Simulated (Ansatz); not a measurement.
## One crystal, many levels of theory: Cd5B3ClO9 (Cm)

Wanted: a ladder of band gaps for Cd5B3ClO9 (Cm), from density functionals to G0W0.

Main program and level: Ansatz 0.2.0; density functionals, hybrids and G0W0, plane waves, PAW.

## 1. The starting structure

It takes space group Cm (No. 8, monoclinic). Conventional cell: a = 8.172 Å, b = 16.061 Å, c = 3.474 Å, α = 90.00°, β = 99.29°, γ = 90.00°. Cd has 5 O at 2.19 to 2.37 Å and 1 Cl at 2.56 Å nearest. Cd has 6 O at 2.30 to 2.67 Å nearest. Nearest to Cd lie 4 O at 2.17 to 2.36 Å and 2 Cl at 2.57 to 2.61 Å. B has 3 O at 1.38 Å nearest. B has 3 O at 1.38 to 1.40 Å nearest. Nearest to Cl lie 4 Cd at 2.56 to 2.61 Å. Farther neighbours and most contacts between anions are not listed.

Geometry: measured cell, ions relaxed with PBE. The runs that relaxed it are not among those shown.

The logs state that the PAW files were generated under PBE.

## 2. LDA on the 4×4×6 mesh

This step: DFT, LDA, plane waves, PAW; PAW set soft_1.

Contents of input.yaml:

```yaml
crystal:
  lattice:
    - [4.086, -8.0305, 0.0]
    - [4.086, 8.0305, 0.0]
    - [-0.5610688069, 0.0, 3.4284942182]
  atoms:
    - { symbol: Cd, position: [0.9903899046, 0.7342556792, 0.5662659888] }
    - { symbol: Cd, position: [0.7342556792, 0.9903899046, 0.5662659888] }
    - { symbol: Cd, position: [0.3113911839, 0.6630019832, 0.9124457693] }
    - { symbol: Cd, position: [0.6630019832, 0.3113911839, 0.9124457693] }
    - { symbol: Cd, position: [0.2871762088, 0.2871762088, 0.3102574688] }
    - { symbol: B, position: [0.6210609171, 0.6210609171, 0.9737592675] }
    - { symbol: B, position: [0.972075933, 0.3689018994, 0.3370010488] }
    - { symbol: B, position: [0.3689018994, 0.972075933, 0.3370010488] }
    - { symbol: Cl, position: [0.049188481, 0.049188481, 0.7118210963] }
    - { symbol: O, position: [0.7759792855, 0.623579409, 0.0193502893] }
    - { symbol: O, position: [0.623579409, 0.7759792855, 0.0193502893] }
    - { symbol: O, position: [0.4502306784, 0.4502306784, 0.8744954667] }
    - { symbol: O, position: [0.1618372402, 0.4552599818, 0.3467663233] }
    - { symbol: O, position: [0.4552599818, 0.1618372402, 0.3467663233] }
    - { symbol: O, position: [0.1966350256, 0.8360258997, 0.1252240285] }
    - { symbol: O, position: [0.8360258997, 0.1966350256, 0.1252240285] }
    - { symbol: O, position: [0.9120354728, 0.4534148167, 0.5549599024] }
    - { symbol: O, position: [0.4534148167, 0.9120354728, 0.5549599024] }
kpoints:
  mp_grid: { grid: [4, 4, 6] }
  band_path:
    path:
      - [0.0, 0.0, 0.0]
      - [-0.5, 0.5, 0.0]
      - [-0.5, 0.5, -0.5]
      - [0.0, 0.0, -0.5]
      - [0.0, 0.5, -0.5]
      - [0.0, 0.5, 0.0]
      - [0.0, 0.0, -0.4]
    npoints: 1
hamiltonian:
  xc: lda
  pseudopotentials: { kind: paw, azcp: { folder: soft_1 }, xc_functional: pbe }
scf:
  occupations: { method: fixed }
  n_extra_bands: 10
output:
  eigenvalues: true
  forces: true
  stress: true
```

Command:

```console
$ ansatz run input.yaml --threads 2 --pin off --max-ram 92160MiB --backend cuda --events-out ev --progress --plain --runs-dir out --devices 1 --max-vram 13GiB
```

Numbers of over 12 decimals in the logs are rounded to 6 here.

Log:

```text
scf.n_extra_bands = 10 over 85 filled bands (N_el = 170.0): the run solves 95 bands
GPUs: using 1 of 1 available (devices: 1).
Engine: ansatz 0.2.0, x86_64-unknown-linux-gnu
Pseudopotentials: kind: paw
Pseudopotential: Cd, paw, valence charge 20, recommended cutoff 420 eV (normal), soft_1/Cd.paw.azcp
Pseudopotential: B, paw, valence charge 3, recommended cutoff 420 eV (normal), soft_1/B.paw.azcp
Pseudopotential: Cl, paw, valence charge 7, recommended cutoff 420 eV (normal), soft_1/Cl.paw.azcp
Pseudopotential: O, paw, valence charge 6, recommended cutoff 420 eV (normal), soft_1/O.paw.azcp
Functional definition: SPW92
  exchange = slater_x
  correlation = pw_c
device memory: the entry about to start is reckoned to put 4.5 GiB on a device that reports 55.3 GiB free (of which the cap on the GPU budget leaves the run 13.0 GiB)
GPU FFT provider: cuFFT
GPU libraries: cuBLAS 13.8.2, cuFFT 12.4.0, cuSOLVER 12.3.4
Crystal: 18 atoms, lattice volume = 224.996 Å³
Basis set: ecut = 420 eV, 4399 PW (Γ)
Bands: 95, of which v1, the nominal top of the filled ones, is band 85 counted from 1 (84 counted from 0)
Symmetry: 2 space group operations
Space group: Cm (ITA 8), of the structure as read, at distance tolerance 6.1e-5 Å
k-points: 34 of 96 (time reversal used)
Non-local potential: Cd, projectors of the file, l = 0: 3, l = 1: 2, l = 2: 2, l = 3: 1
Non-local potential: B, projectors of the file, l = 0: 2, l = 1: 2, l = 2: 1
Non-local potential: Cl, projectors of the file, l = 0: 2, l = 1: 2, l = 2: 1
Non-local potential: O, projectors of the file, l = 0: 2, l = 1: 2, l = 2: 1
PAW form: soft (Blöchl's): semilocal exchange-correlation on the pseudo side does not see the compensation charge
PAW frozen core: Cd, regenerated for the run's functional, and the local potential with it (the file was generated under x = pbe(κ = 0.804, μ = 0.219515), c = pbe(β = 0.066725))
PAW frozen core: B, regenerated for the run's functional, and the local potential with it (the file was generated under x = pbe(κ = 0.804, μ = 0.219515), c = pbe(β = 0.066725))
PAW frozen core: Cl, regenerated for the run's functional, and the local potential with it (the file was generated under x = pbe(κ = 0.804, μ = 0.219515), c = pbe(β = 0.066725))
PAW frozen core: O, regenerated for the run's functional, and the local potential with it (the file was generated under x = pbe(κ = 0.804, μ = 0.219515), c = pbe(β = 0.066725))
PAW one-centre angular grid: Cd, 590 points (default); XC on 64 Gauss nodes
PAW one-centre angular grid: B, 110 points (default); XC on 64 Gauss nodes
PAW one-centre angular grid: Cl, 110 points (default); XC on 64 Gauss nodes
PAW one-centre angular grid: O, 110 points (default); XC on 64 Gauss nodes
Initial density: superposition of atomic densities (chi_scale 0.1, normalization cell, long waves kept (reshape's long-wave potential 0.07 eV rms))
Initial wavefunctions: pseudopotential atomic-orbital guess
GPU buffer pool allocated for 98304 grid points (all kernels)
GPU transforms: local potential and band sums: pruned to the plane-wave sphere, on 64×64×24
Functional: x = slater, c = lda
SCF iter   1: F=—  HF=-47094.359948 eV  |F-HF|=—  |Δ(HF+E_count)|=         —  Δρ=9.15e-2  dr2=1.75e1  ethr=3.10e-3  ⟨swp⟩=5.0  Hψ=10130  notcnv=0  defer=256
preconditioner: auto → Resta (q_TF=auto, 2.604 Å⁻¹)  ε∞=5.5  [insulator: Δε(μ)=1.674 eV  Ē_g=13.331 eV  n_scr=66 (ndim 8)  ℏωp=28.2 eV  f_vac=0.009  ε∞_Penn≈5.5]
SCF iter   2: F=—  HF=-47088.827227 eV  |F-HF|=—  |Δ(HF+E_count)|=    5.53e0  Δρ=3.42e-2  dr2=2.73e0  ethr=3.10e-3  ⟨swp⟩=3.0  Hψ=7019  notcnv=0  defer=257
SCF iter   3: F=—  HF=-47088.082985 eV  |F-HF|=—  |Δ(HF+E_count)|=   7.44e-1  Δρ=1.35e-2  dr2=4.26e-1  ethr=1.61e-3  ⟨swp⟩=2.5  Hψ=4924  notcnv=0  defer=266
SCF iter   4: F=—  HF=-47087.969180 eV  |F-HF|=—  |Δ(HF+E_count)|=   1.14e-1  Δρ=6.03e-3  dr2=8.47e-2  ethr=2.50e-4  ⟨swp⟩=4.0  Hψ=6756  notcnv=0  defer=270
SCF iter   5: F=—  HF=-47087.953590 eV  |F-HF|=—  |Δ(HF+E_count)|=   1.56e-2  Δρ=2.15e-3  dr2=1.01e-2  ethr=4.98e-5  ⟨swp⟩=2.2  Hψ=5336  notcnv=0  defer=270
SCF iter   6: F=—  HF=-47087.955367 eV  |F-HF|=—  |Δ(HF+E_count)|=   1.78e-3  Δρ=1.30e-3  dr2=2.96e-3  ethr=5.96e-6  ⟨swp⟩=2.0  Hψ=5356  notcnv=0  defer=272
SCF iter   7: F=—  HF=-47087.955304 eV  |F-HF|=—  |Δ(HF+E_count)|=   6.28e-5  Δρ=2.53e-4  dr2=1.51e-4  ethr=1.74e-6  ⟨swp⟩=2.0  Hψ=5357  notcnv=0  defer=272
SCF iter   8: F=—  HF=-47087.951262 eV  |F-HF|=—  |Δ(HF+E_count)|=   4.04e-3  Δρ=1.08e-4  dr2=2.34e-5  ethr=8.90e-8  ⟨swp⟩=2.0  Hψ=5049  notcnv=0  defer=230
SCF iter   9: F=—  HF=-47087.954314 eV  |F-HF|=—  |Δ(HF+E_count)|=   3.05e-3  Δρ=4.97e-5  dr2=5.23e-6  ethr=1.37e-8  ⟨swp⟩=2.0  Hψ=5440  notcnv=0  defer=170
SCF iter  10: F=—  HF=-47087.954313 eV  |F-HF|=—  |Δ(HF+E_count)|=   5.74e-7  Δρ=1.17e-5  dr2=5.42e-7  ethr=3.08e-9  ⟨swp⟩=2.0  Hψ=4987  notcnv=0  defer=169
SCF iter  11: F=—  HF=-47087.954313 eV  |F-HF|=—  |Δ(HF+E_count)|=   1.26e-8  Δρ=7.67e-6  dr2=1.24e-7  ethr=5.88e-11  ⟨swp⟩=12.5  Hψ=15662  notcnv=0
SCF iter  12: F=-47087.954313 eV  HF=-47087.954313 eV  |F-HF|=6.74e-9  |Δ(HF+E_count)|=   3.18e-8  Δρ=2.26e-6  dr2=1.25e-8  ethr=5.88e-11  ⟨swp⟩=4.0  Hψ=11017  notcnv=0
SCF 1 converged in 12 iterations: F = -47087.954313 eV  dr2 = 1.25e-8
[...]
device memory: the entry about to start is reckoned to put 2.7 GiB on a device that reports 54.9 GiB free (of which the cap on the GPU budget leaves the run 13.0 GiB)
NSCF: frozen V_eff on 7 k-points
SCF converged after 12 iterations
Free energy (F): -47087.954313 eV
Harris-Foulkes:  -47087.954313 eV  (|F-HF|=6.74e-9)
Internal energy: -47087.954313 eV  (E = F + TS)
E sigma→0 (E₀):  -47087.954313 eV
Fermi energy:    8.019296 eV
--- Per-component energies (eV) ---
  E_band       = -2305.171374
  E_kinetic    = 4015.929112
  E_local      = -20577.790910  (includes V_loc(G=0)·N_el)
  E_nonlocal   = 1201.255794
  E_hartree    = 9147.664939
  E_xc         = -1607.883619
  E_vxc        = -2016.099742  (∫ρ·V_xc dr)
  E_paw        = -22035.766321  (= ΣΔE_a)
  E_vpaw       = -3223.805550  (= ΣTr[D̂ρ^β])
  E_aug_tail   = 0.008860  (compensation charges beyond the density's cutoff)
  E_ewald      = -17236.405304
  E_core_change = 5.033135  (= ΣΔE_core)
  E_smearing   = -0.000000  (= −TS)
  E_closure    = 0.000000  (closes the sum)
  Σ components = -47087.954313   (vs F -47087.954313, Δ=0.00e0)
--- Forces (eV/Å), atoms counted from 1 ---
  atom   1  Cd    -0.09745245    -0.14671182     0.00767071
  atom   2  Cd    -0.09745245     0.14671182     0.00767071
  atom   3  Cd     0.07287200     0.00168021    -0.03011708
  atom   4  Cd     0.07287200    -0.00168021    -0.03011708
  atom   5  Cd     0.16910721    -0.00000000     0.04853176
  atom   6  B     -0.04532295     0.00000000    -0.00928390
  atom   7  B     -0.02862839     0.04727399    -0.00079866
  atom   8  B     -0.02862839    -0.04727399    -0.00079866
  atom   9  Cl     0.06088975     0.00000000    -0.04057392
  atom  10  O     -0.09422734     0.00101673    -0.01341934
  atom  11  O     -0.09422734    -0.00101673    -0.01341934
  atom  12  O      0.00186820    -0.00000000     0.04800647
  atom  13  O     -0.00329808     0.12968616     0.04622608
  atom  14  O     -0.00329808    -0.12968616     0.04622608
  atom  15  O      0.05348310    -0.09304880     0.10605145
  atom  16  O      0.05348310     0.09304880     0.10605145
  atom  17  O      0.00397923    -0.00378040    -0.13895969
  atom  18  O      0.00397923     0.00378040    -0.13895969
  max |Σ_I F_I| component: 1.27e-5 eV/Å
--- Stress (GPa, compression-positive) ---
       -5.258230       0.000000      -0.062426
        0.000000      -5.362944       0.000000
       -0.062427       0.000000      -4.485345
  P = ⅓ Tr σ = -5.0355 GPa (-50.355 kbar)
--- Band table (eV; the first three rows and the last of 34) ---
  k-point 0: bands = [... 81 lower, 7.4955, 7.6004, 7.8151, 7.9511, 9.8402, 12.4046, 12.7441, 12.9309, ... 6 higher]
  k-point 1: bands = [... 81 lower, 7.2742, 7.6505, 7.7480, 7.9587, 10.6199, 12.9009, 12.9111, 13.1817, ... 6 higher]
  k-point 2: bands = [... 81 lower, 7.4584, 7.5582, 7.7349, 8.0132, 11.9689, 13.0080, 13.2156, 13.5835, ... 6 higher]
  k-point 33: bands = [... 81 lower, 7.3582, 7.4577, 7.8351, 7.9360, 12.6317, 13.0930, 13.1386, 13.2418, ... 6 higher]
```

Wall time 8.7 s (1 × NVIDIA H100 80GB HBM3 (shared by 6 runs) with 2 threads of AMD EPYC 7R13 (Zen 3), shared host); peak memory 0.98 GiB.

The column dr2 measures how far the density is from self-consistency, as an energy; F and HF (Harris–Foulkes) agree once it is small.

Numbers from this step:

| Property | Result |
| --- | --- |
| pressure | -5.036 GPa |
| gap | 1.820 eV |
| valence top at | k = (0.000, 0.000, -0.400) |
| conduction bottom at | Γ |
| least direct gap | 1.889 eV |

Over mesh and listed points the gap is 1.820 eV, from k = (0.000, 0.000, -0.400) to k = Γ. The least direct gap found is 1.889 eV, at k = Γ. The pressure in this cell is -5 GPa; the cell is kept.

## 3. PBEsol on the 4×4×6 mesh

This step: DFT, PBEsol, plane waves, PAW; PAW set soft_1.

input.yaml, as its differences from that of step 2:

```diff
@@ -37,3 +37,3 @@
 hamiltonian:
-  xc: lda
+  xc: pbesol
   pseudopotentials: { kind: paw, azcp: { folder: soft_1 }, xc_functional: pbe }
```

Log:

```text
[...]
GPUs: using 1 of 1 available (devices: 1).
[...]
GPU FFT provider: cuFFT
GPU libraries: cuBLAS 13.8.2, cuFFT 12.4.0, cuSOLVER 12.3.4
Crystal: 18 atoms, lattice volume = 224.996 Å³
Basis set: ecut = 420 eV, 4399 PW (Γ), exchange–correlation on 128×128×48 points (8 copies of the dense FFT grid, shifted against one another)
Bands: 95, of which v1, the nominal top of the filled ones, is band 85 counted from 1 (84 counted from 0)
Symmetry: 2 space group operations
[...]
k-points: 34 of 96 (time reversal used)
[...]
GPU buffer pool allocated for 98304 grid points (all kernels)
[...]
SCF iter   1: F=—  HF=-47500.631967 eV  |F-HF|=—  |Δ(HF+E_count)|=         —  Δρ=9.33e-2  dr2=1.78e1  ethr=3.10e-3  ⟨swp⟩=5.0  Hψ=10100  notcnv=0  defer=260
[...]
atom   8  B     -0.00297958    -0.01583569    -0.01085308
[...]
atom  15  O     -0.08999795    -0.01297918    -0.02108843
  atom  16  O     -0.08999795     0.01297918    -0.02108843
  atom  17  O     -0.00216022     0.11925433     0.01394878
  atom  18  O     -0.00216022    -0.11925433     0.01394878
  max |Σ_I F_I| component: 2.06e-5 eV/Å
--- Stress (GPa, compression-positive) ---
        0.028160      -0.000000       0.259447
       -0.000000      -0.398635       0.000000
        0.259438       0.000000       0.014413
  P = ⅓ Tr σ = -0.1187 GPa (-1.187 kbar)
--- Band table (eV; the first three rows and the last of 34) ---
  k-point 0: bands = [... 81 lower, 7.7330, 7.8475, 8.0688, 8.2071, 10.1354, 12.7399, 13.0898, 13.2632, ... 6 higher]
  k-point 1: bands = [... 81 lower, 7.5306, 7.9015, 8.0004, 8.2142, 10.9238, 13.2491, 13.2643, 13.5191, ... 6 higher]
  k-point 2: bands = [... 81 lower, 7.7078, 7.8154, 7.9888, 8.2669, 12.3023, 13.3727, 13.5879, 13.9388, ... 6 higher]
  k-point 33: bands = [... 81 lower, 7.6177, 7.7123, 8.0874, 8.1931, 12.9916, 13.4786, 13.5225, 13.6028, ... 6 higher]
[key lines of the parts left out:]
SCF converged after 12 iterations
Free energy (F): -47494.412587 eV
Fermi energy:    8.271760 eV
```

Wall time 14 s (1 × NVIDIA H100 80GB HBM3 (shared by 6 runs) with 2 threads); peak memory 1 GiB; 11 s of CPU time.

Numbers from this step:

| Property | Result |
| --- | --- |
| pressure | -0.1187 GPa |
| gap | 1.862 eV |
| valence top at | k = (0.000, 0.000, -0.400) |
| conduction bottom at | Γ |
| least direct gap | 1.928 eV |

Over mesh and listed points the gap is 1.862 eV, from k = (0.000, 0.000, -0.400) to k = Γ. The least direct gap found is 1.928 eV, at k = Γ. PBEsol against LDA: 1.862 − 1.820 = +0.042 eV, with the same mesh, files and cutoff, and both edges at the same k points.

## 4. PBE on the 4×4×6 mesh

Levels along a band path and on the mesh show where this functional puts the band edges.

This step: DFT, PBE, plane waves, PAW; PAW set soft_1.

input.yaml, as its differences from that of step 3:

```diff
@@ -28,15 +28,10 @@
     path:
-      - [0.0, 0.0, 0.0]
-      - [-0.5, 0.5, 0.0]
-      - [-0.5, 0.5, -0.5]
-      - [0.0, 0.0, -0.5]
-      - [0.0, 0.5, -0.5]
-      - [0.0, 0.5, 0.0]
-      - [0.0, 0.0, -0.4]
-    npoints: 1
+      - [[0.0, 0.0, 0.0], [-0.5, 0.5, 0.0], [-0.5, 0.5, -0.5], [0.0, 0.0, -0.5], [0.0, 0.0, 0.0]]
+      - [[0.0, 0.5, -0.5], [0.0, 0.0, 0.0], [0.0, 0.5, 0.0]]
+    npoints: 10
 hamiltonian:
-  xc: pbesol
-  pseudopotentials: { kind: paw, azcp: { folder: soft_1 }, xc_functional: pbe }
+  xc: pbe
+  pseudopotentials: { kind: paw, azcp: { folder: soft_1 } }
 scf:
-  occupations: { method: fixed }
+  occupations: { method: fermi_dirac, width: 0.02 }
   n_extra_bands: 10
@@ -46 +41,5 @@
   stress: true
+  write_density: true
+  write_potential: true
+  elf: true
+  volumetric_format: npy
```

Log:

```text
[...]
GPUs: using 1 of 1 available (devices: 1).
[...]
GPU FFT provider: cuFFT
GPU libraries: cuBLAS 13.8.2, cuFFT 12.4.0, cuSOLVER 12.3.4
Crystal: 18 atoms, lattice volume = 224.996 Å³
Basis set: ecut = 420 eV, 4399 PW (Γ), exchange–correlation on 128×128×48 points (8 copies of the dense FFT grid, shifted against one another)
[...]
k-point 0: bands = [... 81 lower, 7.8599, 7.9864, 8.2089, 8.3475, 10.3928, 13.0110, 13.3063, 13.4998, ... 6 higher]
  k-point 1: bands = [... 81 lower, 7.6725, 8.0427, 8.1399, 8.3543, 11.1674, 13.4822, 13.4961, 13.7504, ... 6 higher]
  k-point 2: bands = [... 81 lower, 7.8456, 7.9627, 8.1300, 8.4044, 12.5352, 13.6081, 13.8134, 14.1676, ... 6 higher]
  k-point 33: bands = [... 81 lower, 7.7700, 7.8555, 8.2259, 8.3340, 13.2287, 13.7121, 13.7539, 13.8386, ... 6 higher]
[key lines of the parts left out:]
SCF converged after 11 iterations
Free energy (F): -47934.099330 eV
Fermi energy:    9.424220 eV
P = ⅓ Tr σ = 5.0489 GPa (50.489 kbar)
```

Wall time 16 s (1 × NVIDIA H100 80GB HBM3 (shared by 6 runs) with 2 threads); peak memory 1.3 GiB; 21 s of CPU time.

This step gave:

* pressure: 5.049 GPa
* gap: 1.983 eV
* valence top at: k = (0.000, 0.000, -0.400)
* conduction bottom at: Γ
* least direct gap: 2.045 eV

Over mesh and path the gap is 1.983 eV, from k = (0.000, 0.000, -0.400) to k = Γ. The least direct gap found is 2.045 eV, at k = Γ. On the 4×4×6 mesh alone the same run gives 1.985 eV, so that mesh misses an edge of PBE: 1.985 − 1.983 = +0.002 eV. The pressure in this cell is 5 GPa; the cell is kept. PBE against PBEsol: 1.983 − 1.862 = +0.121 eV, with the same mesh, files and cutoff, and both edges at the same k points.

## 5. PBE+SOC on the 4×4×6 mesh

This run has two-component orbitals with spin-orbit coupling.

This step: DFT, PBE with spin-orbit coupling, plane waves, PAW; PAW set soft_1.

input.yaml, as its differences from that of step 4:

```diff
@@ -28,11 +28,19 @@
     path:
-      - [[0.0, 0.0, 0.0], [-0.5, 0.5, 0.0], [-0.5, 0.5, -0.5], [0.0, 0.0, -0.5], [0.0, 0.0, 0.0]]
-      - [[0.0, 0.5, -0.5], [0.0, 0.0, 0.0], [0.0, 0.5, 0.0]]
-    npoints: 10
+      - [0.0, 0.0, 0.0]
+      - [-0.5, 0.5, 0.0]
+      - [-0.5, 0.5, -0.5]
+      - [0.0, 0.0, -0.5]
+      - [0.0, 0.5, -0.5]
+      - [0.0, 0.5, 0.0]
+      - [0.0, 0.0, -0.4]
+    npoints: 1
 hamiltonian:
   xc: pbe
-  pseudopotentials: { kind: paw, azcp: { folder: soft_1 } }
+  pseudopotentials: { kind: paw_fr, azcp: { folder: soft_1 } }
 scf:
-  occupations: { method: fermi_dirac, width: 0.02 }
-  n_extra_bands: 10
+  occupations: { method: fixed }
+  n_extra_bands: 20
+magnetization:
+  noncollinear: true
+  spin_orbit: true
 output:
```

Log:

```text
[...]
GPUs: using 1 of 1 available (devices: 1).
[...]
non-collinear run that drives no moment, with spin-orbit: no starting moment large enough to seed its density (crystal.atoms[].spin), no starting occupations that ask for one, no magnetisation constraint and no magnetic field, so the semilocal B_xc is pinned to zero
[...]
k-point 1: bands = [... 166 lower, 8.1401, 8.1451, 8.3556, 8.3567, 11.1679, 11.1686, 13.4823, 13.4826, ... 16 higher]
  k-point 2: bands = [... 166 lower, 8.1271, 8.1364, 8.4047, 8.4084, 12.5355, 12.5363, 13.6061, 13.6100, ... 16 higher]
  k-point 33: bands = [... 166 lower, 8.2271, 8.2271, 8.3372, 8.3372, 13.2293, 13.2293, 13.7133, 13.7133, ... 16 higher]
[key lines of the parts left out:]
SCF converged after 12 iterations
Magnetization: |M| = 0.0000 μB,  M = (+0.0000, +0.0000, +0.0000) μB
Free energy (F): -47947.533067 eV
Fermi energy:    8.410208 eV
P = ⅓ Tr σ = 5.0200 GPa (50.200 kbar)
```

It took 23 s on 1 × NVIDIA H100 80GB HBM3 (shared by 6 runs) with 2 threads; peak memory 2.1 GiB.

Numbers from this step:

```
pressure             : 5.020 GPa
gap                  : 1.980 eV
valence top at       : k = (0.000, 0.000, -0.400)
conduction bottom at : Γ
least direct gap     : 2.045 eV
```

Over mesh and listed points the gap is 1.980 eV, from k = (0.000, 0.000, -0.400) to k = Γ. The least direct gap found is 2.045 eV, at k = Γ. On the 4×4×6 mesh alone the same run gives 1.984 eV, so that mesh misses an edge of PBE+SOC: 1.984 − 1.980 = +0.004 eV. The pressure in this cell is 5 GPa; the cell is kept. PBE+SOC against PBE: 1.980 − 1.983 = −0.003 eV, with the same mesh, set of files (read in its fully relativistic form for the spin-orbit run) and cutoff, and both edges at the same k points. The spin-orbit run sees mesh and listed points alone, so its gap is an upper bound: the coupling can move an edge off these points, the more so as this crystal has no centre of inversion, and the change over the zone, its sign included where it is small, is not known.

[end of part 1 of 3]

[Paths, hosts, dates, memory and timing lines, banners, echoed tables and standing remarks are left out of the program output.]

[Logs are printed without paths, hosts, clocks, repeated set-up lines and the standing remarks that a program may print on its own settings, such as how far it seeks lower states.]

[Runs of the session that timed out or met a known fault of the program may be left out.]

[Cells called generated may have been cut or substituted from an entry of the Crystallography Open Database or the Materials Project.]

[Hosts, paths, dates, database ids (printed as entryN), source tags and the programs' standing remarks are cut or masked in the printed files.]

[Where an RPA ε∞ is given, it is that of the G0W0 mesh and is not shown converged in it. Names of k-points follow the symmetry that the program found, which can be lower than the space group named. Band edges on a path are those of the sampled points; other points can move an edge, and change direct to indirect where valleys lie close.]

[Hybrid gaps are those of their k-mesh and are not shown converged in it.]
